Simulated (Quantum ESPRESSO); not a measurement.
## Core-hole calculation of the Zn K edge in ErZn (Pm-3m)

What does one-electron theory with a core hole give for the Zn K edge of ErZn (Pm-3m)?

Program: Quantum ESPRESSO 7.5. Level of theory: X-ray absorption near-edge structure, plane-wave PAW PBEsol, one-electron final states by a Lanczos continued fraction, without spin-orbit coupling. Results are calculated unless marked as measured.

Most raw output is cut from this account.

## Step 1: Set-up

The structure is cubic, space group Pm-3m (No. 221). The conventional cell has a = 3.508 Å, b = 3.508 Å, c = 3.508 Å, α = 90.00°, β = 90.00°, γ = 90.00°. Nearest to Er lie 8 Zn at 3.04 Å. Nearest to Zn lie 8 Er at 3.04 Å. Farther neighbours are not listed.

## Step 2: The field without a hole

A plain self-consistent run shows whether there is a gap, which decides the set-up of the core-hole run.

The PAW data sets are made with ld1.x, with reconstruction data.

scf.in reads:

```
&control
   calculation='scf', prefix='x', pseudo_dir='../pp', outdir='tmp', tprnfor=.true.
/
&system
   ibrav=0, nat=2, ntyp=2, nbnd=16
   ecutwfc=62, ecutrho=400
   occupations='smearing', smearing='mv', degauss=0.015
/
&electrons
   conv_thr=2.0e-08, electron_maxstep=120
   mixing_beta=0.5
/
ATOMIC_SPECIES
Er 1.0 Er.pbesol-spdn-kjpaw.UPF
Zn3 1.0 Zn.pbesol-dn-kjpaw.UPF
CELL_PARAMETERS angstrom
  3.50789832 0.00000000 0.00000000
  0.00000000 3.50789832 0.00000000
  0.00000000 0.00000000 3.50789832
ATOMIC_POSITIONS crystal
Er   0.00000000 0.00000000 0.00000000
Zn3  0.50000000 0.50000000 0.50000000
K_POINTS automatic
8 8 8 0 0 0
```

Launch:

```console
OMP_NUM_THREADS=1 mpirun --oversubscribe --bind-to none -np 4 pw.x -nk 4 -in scf.in > scf.out
```

Run time: 19 s. Hardware: 4 MPI ranks of AMD EPYC 7571, shared host; peak memory 0.1 GiB.

Absorbing atoms carry a label of their own (element plus a letter or digit), as the spectrum program needs them as separate species.

The mesh shows no gap, so the system is treated as a metal and the core electron is put at the Fermi level (neutral cell).

## Step 3: Spectrum without a core hole, Zn atom 2

This cheap baseline ignores the attraction of the hole: it shows the absorber's empty states as they are in the ground state.

The absorber has 8 Er at 3.04 Å and 6 Zn at 3.51 Å (cube and octahedron, as in bcc, site symmetry m-3m).

xspectra.in reads:

```
&input_xspectra
   calculation='xanes_dipole', edge='K'
   prefix='x', outdir='tmp', xiabs=2, xe0=11.0485
   xonly_plot=.false., x_save_file='xanes.sav'
   xniter=3000, xcheck_conv=20, xerror=0.005
   xcoordcrys=.false., xepsilon(1)=1, xepsilon(2)=0, xepsilon(3)=0
/
&plot
   xnepoint=413, xemin=-10, xemax=45, terminator=.true., cut_occ_states=.true.
   xgamma=0.4
/
&pseudos
   filecore='../Zn.wfc'
/
&cut_occ
   cut_desmooth=0.1, cut_stepl=0.05, cut_stepu=0.05, cut_ierror=1e-5
/
7 7 7 0 0 0
```

Launch:

```console
OMP_NUM_THREADS=1 mpirun --oversubscribe --bind-to none -np 4 xspectra.x -nk 4 -in xspectra.in > xspectra.out
```

Run time: 62 s. Hardware: 4 MPI ranks; peak memory 0.09 GiB; 4.1 min of CPU time.

The core hole lives too briefly for so narrow a line (tabulated full width 1.7 eV). The run keeps xgamma small, and the tables are broadened afterwards: Lorentzian half width 0.83 eV up to 4 eV, rising linearly to 1.75 eV at 25 eV (not a setting of the program: the run's 0.4 eV curve was folded afterwards with a further Lorentzian).

The Zn K spectrum, Zn atom 2, no core hole (energy from the energy zero of the input (xe0, at the border of filled and empty states); intensity scaled to a mean of 1 over the first 20 eV; folded afterwards to Lorentzian half width 0.83 eV up to 4 eV, rising linearly to 1.75 eV at 25 eV; the points at xe0, where the cut of filled states can leave a spike, are interpolated):

| E (eV) | intensity |
| --- | --- |
| -2.0 | 0.11 |
| -1.5 | 0.13 |
| -1.0 | 0.17 |
| -0.5 | 0.24 |
| 0.0 | 0.34 |
| 0.5 | 0.44 |
| 1.0 | 0.54 |
| 1.5 | 0.67 |
| 2.0 | 0.74 |
| 2.5 | 0.72 |
| 3.0 | 0.64 |
| 3.5 | 0.57 |
| 4.0 | 0.53 |
| 4.5 | 0.56 |
| 5.0 | 0.62 |
| 5.5 | 0.68 |
| 6.0 | 0.76 |
| 6.5 | 0.85 |
| 7.0 | 0.91 |
| 7.5 | 1.02 |
| 8.0 | 1.16 |
| 8.5 | 1.28 |
| 9.0 | 1.38 |
| 9.5 | 1.44 |
| 10.0 | 1.43 |
| 10.5 | 1.40 |
| 11.0 | 1.39 |
| 11.5 | 1.37 |
| 12.0 | 1.33 |
| 12.5 | 1.27 |
| 13.0 | 1.20 |
| 13.5 | 1.16 |
| 14.0 | 1.17 |
| 14.5 | 1.18 |
| 15.0 | 1.18 |
| 15.5 | 1.17 |
| 16.0 | 1.13 |
| 16.5 | 1.09 |
| 17.0 | 1.05 |
| 17.5 | 1.03 |
| 18.0 | 1.03 |
| 18.5 | 1.05 |
| 19.0 | 1.08 |
| 19.5 | 1.11 |
| 20.0 | 1.16 |
| 20.5 | 1.21 |
| 21.0 | 1.25 |
| 21.5 | 1.27 |
| 22.0 | 1.27 |
| 22.5 | 1.28 |
| 23.0 | 1.30 |
| 23.5 | 1.31 |
| 24.0 | 1.31 |
| 24.5 | 1.29 |
| 25.0 | 1.28 |
| 25.5 | 1.27 |
| 26.0 | 1.25 |
| 26.5 | 1.23 |
| 27.0 | 1.22 |
| 27.5 | 1.21 |
| 28.0 | 1.21 |
| 28.5 | 1.22 |
| 29.0 | 1.24 |
| 29.5 | 1.25 |
| 30.0 | 1.26 |
| 30.5 | 1.28 |
| 31.0 | 1.29 |
| 31.5 | 1.30 |
| 32.0 | 1.31 |

Main maxima below 30 eV (height): 2.1 eV (0.75), 9.6 eV (1.45) and 23.6 eV (1.31). A K edge sees empty p states on the absorber.

## Step 4: Reference energy of the supercell

The photon energy needs a difference of total energies, so the cell and mesh of the coming hole run are first run without a hole.

scf.in reads:

```
&control
   calculation='scf', prefix='x', pseudo_dir='../pp', outdir='tmp', tprnfor=.true.
/
&system
   ibrav=0, nat=8, ntyp=2, nbnd=57
   ecutwfc=62, ecutrho=400
   occupations='smearing', smearing='mv', degauss=0.015
/
&electrons
   conv_thr=8.0e-08, electron_maxstep=120
   mixing_beta=0.5
/
ATOMIC_SPECIES
Er 1.0 Er.pbesol-spdn-kjpaw.UPF
Zn 1.0 Zn.pbesol-dn-kjpaw.UPF
CELL_PARAMETERS angstrom
  3.50789832 3.50789832 3.50789832
  -3.50789832 3.50789832 -3.50789832
  -3.50789832 3.50789832 3.50789832
ATOMIC_POSITIONS crystal
Er   0.00000000 0.00000000 0.00000000
Er   0.50000000 0.50000000 0.00000000
Er   0.00000000 0.50000000 0.50000000
Er   0.50000000 0.00000000 0.50000000
Zn   0.50000000 0.00000000 0.00000000
Zn   0.00000000 0.50000000 0.00000000
Zn   0.50000000 0.50000000 0.50000000
Zn   0.00000000 0.00000000 0.50000000
K_POINTS automatic
5 5 5 0 0 0
```

Launch:

```console
OMP_NUM_THREADS=1 mpirun --oversubscribe --bind-to none -np 4 pw.x -nk 4 -in scf.in > scf.out
```

Wall time 1.8 min (4 MPI ranks); peak memory 0.3 GiB.

Reference energy: -1619281.180 eV with the cores included.

## Step 5: The atom with a core hole

The frozen core must hold the hole, so the absorber gets a data set of its own.

Zn.pbesol-dn-kjpaw-1sch.ld1.in reads:

```
&input
   title='Zn', zed=30., rel=1, iswitch=3, dft='PBESOL',
   config='1s1 2s2 2p6 3s2 3p6 4s2 4p1 3d10'
/
&inputp
   file_pseudopw='Zn.pbesol-dn-kjpaw-1sch.UPF', author='',
   lpaw=.true.,
   pseudotype=3,
   lloc=-1,
   rcloc=1.9,
   which_augfun='PSQ',
   rmatch_augfun_nc=.true.,
   nlcc=.true.,
   new_core_ps=.true.,
   rcore=1.0,
   tm=.true.,
   zval=13,
   lgipaw_reconstruction=.true., use_paw_as_gipaw=.true.
/
6
4S  1  0  2.00  0.00  1.08  2.20  0.0
4S  1  0  0.00  6.10  1.08  2.20  0.0
4P  2  1  1.00  0.00  1.08  2.20  0.0
4P  2  1  0.00  6.30  1.08  2.20  0.0
3D  3  2  10.00  0.00  1.08  1.70  0.0
3D  3  2  0.00  -0.80  1.08  1.70  0.0
```

Launch:

```console
ld1.x < Zn.pbesol-dn-kjpaw-1sch.ld1.in > Zn.pbesol-dn-kjpaw-1sch.ld1.out
```

Elapsed: 1.4 s, on 1 MPI rank; peak memory 0.13 GiB.

Removing the core electron and adding it to the valence shell costs the free atom 9686.2 eV.

## Step 6: Supercell with XCH, Zn atom 2

The holes are 6.1 Å apart. The excited electron is kept in the cell, where it fills the lowest empty states and screens the hole.

Edit scf.in of step 4 so:

```diff
@@ -4,3 +4,3 @@
 &system
-   ibrav=0, nat=8, ntyp=2, nbnd=57
+   ibrav=0, nat=8, ntyp=3, nbnd=58
    ecutwfc=62, ecutrho=400
@@ -14,2 +14,3 @@
 Er 1.0 Er.pbesol-spdn-kjpaw.UPF
+Zn0 1.0 Zn.pbesol-dn-kjpaw-1sch.UPF
 Zn 1.0 Zn.pbesol-dn-kjpaw.UPF
@@ -24,3 +25,3 @@
 Er   0.50000000 0.00000000 0.50000000
-Zn   0.50000000 0.00000000 0.00000000
+Zn0  0.50000000 0.00000000 0.00000000
 Zn   0.00000000 0.50000000 0.00000000
```

Launch:

```console
OMP_NUM_THREADS=1 mpirun --oversubscribe --bind-to none -np 4 pw.x -nk 4 -in scf.in > scf.out
```

Elapsed: 1.9 min, on 4 MPI ranks; peak memory 0.31 GiB; 7.6 min of CPU time.

Energy with the hole: -1609594.477 eV, cores included.

## Step 7: Spectrum with XCH, Zn atom 2

The Lanczos recursion gives the spectrum without computing empty bands; each polarisation needs a run of its own on the full k mesh. xe0 is set between filled and empty states, and states below it are cut, here at the Fermi level, which holds the excited electron. The file of filecore holds the core orbital, taken from the hole-free data set.

Edit xspectra.in of step 3 so:

```diff
@@ -2,3 +2,3 @@
    calculation='xanes_dipole', edge='K'
-   prefix='x', outdir='tmp', xiabs=2, xe0=11.0485
+   prefix='x', outdir='tmp', xiabs=2, xe0=11.1381
    xonly_plot=.false., x_save_file='xanes.sav'
@@ -17,2 +17,2 @@
 /
-7 7 7 0 0 0
+5 5 5 0 0 0
```

Launch:

```console
OMP_NUM_THREADS=1 mpirun --oversubscribe --bind-to none -np 4 xspectra.x -nk 4 -in xspectra.in > xspectra.out
```

Wall time 11 min (4 MPI ranks); peak memory 0.23 GiB; 44 min of CPU time.

The Zn K spectrum, Zn atom 2, excited-electron core hole (neutral cell) (energy from the energy zero of the input (xe0, at the border of filled and empty states); intensity scaled to a mean of 1 over the first 20 eV; folded afterwards to Lorentzian half width 0.83 eV up to 4 eV, rising linearly to 1.75 eV at 25 eV; the points at xe0, where the cut of filled states can leave a spike, are interpolated):

| E (eV) | intensity |
| --- | --- |
| -2.0 | 0.11 |
| -1.0 | 0.18 |
| 0.0 | 0.35 |
| 1.0 | 0.62 |
| 2.0 | 0.79 |
| 3.0 | 0.67 |
| 4.0 | 0.59 |
| 5.0 | 0.70 |
| 6.0 | 0.97 |
| 7.0 | 1.16 |
| 8.0 | 1.38 |
| 9.0 | 1.55 |
| 10.0 | 1.41 |
| 11.0 | 1.27 |
| 12.0 | 1.13 |
| 13.0 | 1.06 |
| 14.0 | 1.04 |
| 15.0 | 1.01 |
| 16.0 | 0.98 |
| 17.0 | 0.98 |
| 18.0 | 0.97 |
| 19.0 | 1.02 |
| 20.0 | 1.14 |
| 21.0 | 1.17 |
| 22.0 | 1.17 |
| 23.0 | 1.17 |
| 24.0 | 1.15 |
| 25.0 | 1.10 |
| 26.0 | 1.08 |
| 27.0 | 1.07 |
| 28.0 | 1.06 |
| 29.0 | 1.08 |
| 30.0 | 1.12 |
| 31.0 | 1.17 |
| 32.0 | 1.23 |

Main maxima below 30 eV (height): 1.9 eV (0.79), 9.0 eV (1.55) and 21.0 eV (1.17). 

The total-energy difference is 9686.70 eV. One term is added: -30.96 eV, since the hole is spin-paired here and a spin-polarised one costs that much less in the free atom (computed apart). The photon energy is then 9655.74 eV. The tabulated edge of the element is 9659 eV. The functional leaves an error in such absolute values: in the free atom PBEsol prices this hole 8.8 eV below PBE (computed apart), and PBE is itself good to a few eV.

## Step 8: Quadrupole spectrum with XCH, Zn atom 2

Pre-edge features of transition metals can come from s→d transitions, which the dipole operator misses, so the quadrupole term is computed on the same field.

Changed against the first core-hole run: operator from dipole to quadrupole.

xspectra.in reads:

```
&input_xspectra
   calculation='xanes_quadrupole', edge='K'
   prefix='x', outdir='tmp', xiabs=2, xe0=11.1381
   xonly_plot=.false., x_save_file='xanes.sav'
   xniter=3000, xcheck_conv=20, xerror=0.005
   xcoordcrys=.false., xepsilon(1)=1, xepsilon(2)=0, xepsilon(3)=0
   xkvec(1)=0, xkvec(2)=1, xkvec(3)=0
/
&plot
   xnepoint=226, xemin=-8, xemax=22, terminator=.true., cut_occ_states=.true.
   xgamma=0.4
/
&pseudos
   filecore='../Zn.wfc'
/
&cut_occ
   cut_desmooth=0.1, cut_stepl=0.05, cut_stepu=0.05, cut_ierror=1e-5
/
5 5 5 0 0 0
```

Wall time 4.4 min (4 MPI ranks); peak memory 0.23 GiB.

Dipole and quadrupole parts on one scale (eps x, k y):

| E (eV) | dipole | quadrupole × 20 |
| --- | --- | --- |
| -3.0 | 0.08 | 0.00 |
| -2.0 | 0.11 | 0.00 |
| -1.0 | 0.18 | 0.00 |
| 0.0 | 0.35 | 0.00 |
| 1.0 | 0.62 | 0.01 |
| 2.0 | 0.79 | 0.02 |
| 3.0 | 0.67 | 0.03 |
| 4.0 | 0.59 | 0.02 |
| 5.0 | 0.70 | 0.01 |
| 6.0 | 0.97 | 0.01 |
| 7.0 | 1.16 | 0.02 |
| 8.0 | 1.38 | 0.01 |
| 9.0 | 1.55 | 0.01 |
| 10.0 | 1.41 | 0.02 |
| 11.0 | 1.27 | 0.02 |
| 12.0 | 1.13 | 0.02 |
| 13.0 | 1.06 | 0.02 |
| 14.0 | 1.04 | 0.02 |
| 15.0 | 1.01 | 0.02 |
| 16.0 | 0.98 | 0.02 |
| 17.0 | 0.98 | 0.03 |
| 18.0 | 0.97 | 0.04 |
| 19.0 | 1.02 | 0.04 |
| 20.0 | 1.14 | 0.04 |
| 21.0 | 1.17 | 0.03 |
| 22.0 | 1.17 | 0.04 |

## Step 9: Spectrum with XCH, other settings, Zn atom 2

A test of how far the spectrum depends on this setting.

Changed against the first core-hole run: Lanczos tolerance from 0.005 to 0.1.

xspectra.in reads:

```
&input_xspectra
   calculation='xanes_dipole', edge='K'
   prefix='x', outdir='tmp', xiabs=2, xe0=11.1381
   xonly_plot=.false., x_save_file='xanes.sav'
   xniter=3000, xcheck_conv=20, xerror=0.1
   xcoordcrys=.false., xepsilon(1)=1, xepsilon(2)=0, xepsilon(3)=0
/
&plot
   xnepoint=413, xemin=-10, xemax=45, terminator=.true., cut_occ_states=.true.
   xgamma=0.4
/
&pseudos
   filecore='../Zn.wfc'
/
&cut_occ
   cut_desmooth=0.1, cut_stepl=0.05, cut_stepu=0.05, cut_ierror=1e-5
/
4 4 4 0 0 0
```

It took 2 min on 4 MPI ranks; peak memory 0.23 GiB.

These settings depart from the first run's and aren't meant as converged.

This run also has another mesh (4×4×4 against 5×5×5), so the 3 % r.m.s. difference can't be laid on the changed setting alone. The highest intensity below 24 eV goes from 9.0 eV (1.55) to 9.1 eV (1.49).

| E (eV) | first run | this run |
| --- | --- | --- |
| -2.0 | 0.11 | 0.12 |
| -0.5 | 0.24 | 0.26 |
| 1.0 | 0.62 | 0.64 |
| 2.5 | 0.74 | 0.76 |
| 4.0 | 0.59 | 0.59 |
| 5.5 | 0.82 | 0.78 |
| 7.0 | 1.16 | 1.23 |
| 8.5 | 1.50 | 1.44 |
| 10.0 | 1.41 | 1.41 |
| 11.5 | 1.20 | 1.22 |
| 13.0 | 1.06 | 1.02 |
| 14.5 | 1.02 | 1.03 |
| 16.0 | 0.98 | 0.99 |
| 17.5 | 0.98 | 0.97 |
| 19.0 | 1.02 | 1.02 |
| 20.5 | 1.17 | 1.14 |
| 22.0 | 1.17 | 1.20 |
| 23.5 | 1.16 | 1.15 |
| 25.0 | 1.10 | 1.08 |
| 26.5 | 1.08 | 1.07 |
| 28.0 | 1.06 | 1.06 |
| 29.5 | 1.10 | 1.11 |
| 31.0 | 1.17 | 1.17 |

## Step 10: Supercell with FCH, Zn atom 2

The holes are 6.1 Å apart. The excited electron is left out and a uniform background balances the charge.

Changed against the first core-hole run: core hole to FCH.

Edit scf.in of step 6 so:

```diff
@@ -4,5 +4,6 @@
 &system
-   ibrav=0, nat=8, ntyp=3, nbnd=58
+   ibrav=0, nat=8, ntyp=3, nbnd=57
    ecutwfc=62, ecutrho=400
    occupations='smearing', smearing='mv', degauss=0.015
+   tot_charge=1
 /
```

Launch:

```console
OMP_NUM_THREADS=1 mpirun --oversubscribe --bind-to none -np 4 pw.x -nk 4 -in scf.in > scf.out
```

The job ended after 2.4 min (4 MPI ranks; peak memory 0.31 GiB).

Energy with the hole: -1609605.598 eV, cores included.

## Step 11: Spectrum with FCH, Zn atom 2

Changed against the first core-hole run: core hole to FCH.

xspectra.in reads:

```
&input_xspectra
   calculation='xanes_dipole', edge='K'
   prefix='x', outdir='tmp', xiabs=2, xe0=11.1065
   xonly_plot=.false., x_save_file='xanes.sav'
   xniter=3000, xcheck_conv=20, xerror=0.005
   xcoordcrys=.false., xepsilon(1)=1, xepsilon(2)=0, xepsilon(3)=0
/
&plot
   xnepoint=413, xemin=-10, xemax=45, terminator=.true., cut_occ_states=.true.
   xgamma=0.4
/
&pseudos
   filecore='../Zn.wfc'
/
&cut_occ
   cut_desmooth=0.1, cut_stepl=0.05, cut_stepu=0.05, cut_ierror=1e-5
/
5 5 5 0 0 0
```

Launch:

```console
OMP_NUM_THREADS=1 mpirun --oversubscribe --bind-to none -np 4 xspectra.x -nk 4 -in xspectra.in > xspectra.out
```

Elapsed: 10 min, on 4 MPI ranks; peak memory 0.23 GiB.

| E (eV) | first run | this run |
| --- | --- | --- |
| -2.0 | 0.11 | 0.12 |
| -1.0 | 0.18 | 0.20 |
| 0.0 | 0.35 | 0.40 |
| 1.0 | 0.62 | 0.62 |
| 2.0 | 0.79 | 0.80 |
| 3.0 | 0.67 | 0.69 |
| 4.0 | 0.59 | 0.59 |
| 5.0 | 0.70 | 0.69 |
| 6.0 | 0.97 | 0.95 |
| 7.0 | 1.16 | 1.14 |
| 8.0 | 1.38 | 1.35 |
| 9.0 | 1.55 | 1.55 |
| 10.0 | 1.41 | 1.42 |
| 11.0 | 1.27 | 1.28 |
| 12.0 | 1.13 | 1.14 |
| 13.0 | 1.06 | 1.06 |
| 14.0 | 1.04 | 1.04 |
| 15.0 | 1.01 | 1.01 |
| 16.0 | 0.98 | 0.98 |
| 17.0 | 0.98 | 0.98 |
| 18.0 | 0.97 | 0.97 |
| 19.0 | 1.02 | 1.01 |
| 20.0 | 1.14 | 1.12 |
| 21.0 | 1.17 | 1.17 |
| 22.0 | 1.17 | 1.17 |
| 23.0 | 1.17 | 1.17 |
| 24.0 | 1.15 | 1.15 |
| 25.0 | 1.10 | 1.10 |
| 26.0 | 1.08 | 1.08 |
| 27.0 | 1.07 | 1.07 |
| 28.0 | 1.06 | 1.06 |
| 29.0 | 1.08 | 1.07 |
| 30.0 | 1.12 | 1.11 |
| 31.0 | 1.17 | 1.16 |
| 32.0 | 1.23 | 1.22 |

The scaled spectrum changes by 1 % r.m.s. The highest intensity below 24 eV goes from 9.0 eV (1.55) to 9.1 eV (1.55).

The photon energy of the zero moves by -0.01 eV.

(Continued in part 2 of 2.)

[Logs are printed without paths, hosts, clocks, repeated set-up lines and the standing remarks that a program may print on its own settings, such as how far it seeks lower states.]

[Hosts, paths, dates, database ids (printed as entryN), source tags and the programs' standing remarks are cut or masked in the printed files.]

[Lists of maxima count a maximum above −3 eV only where it reaches 4 % of the highest in the window and stands out from its surroundings by 2 % of it (1.5 % where it reaches 55 %); shoulders and weaker maxima are passed over, and of the rest the first, up to two pre-edge ones and the few strongest are named.]
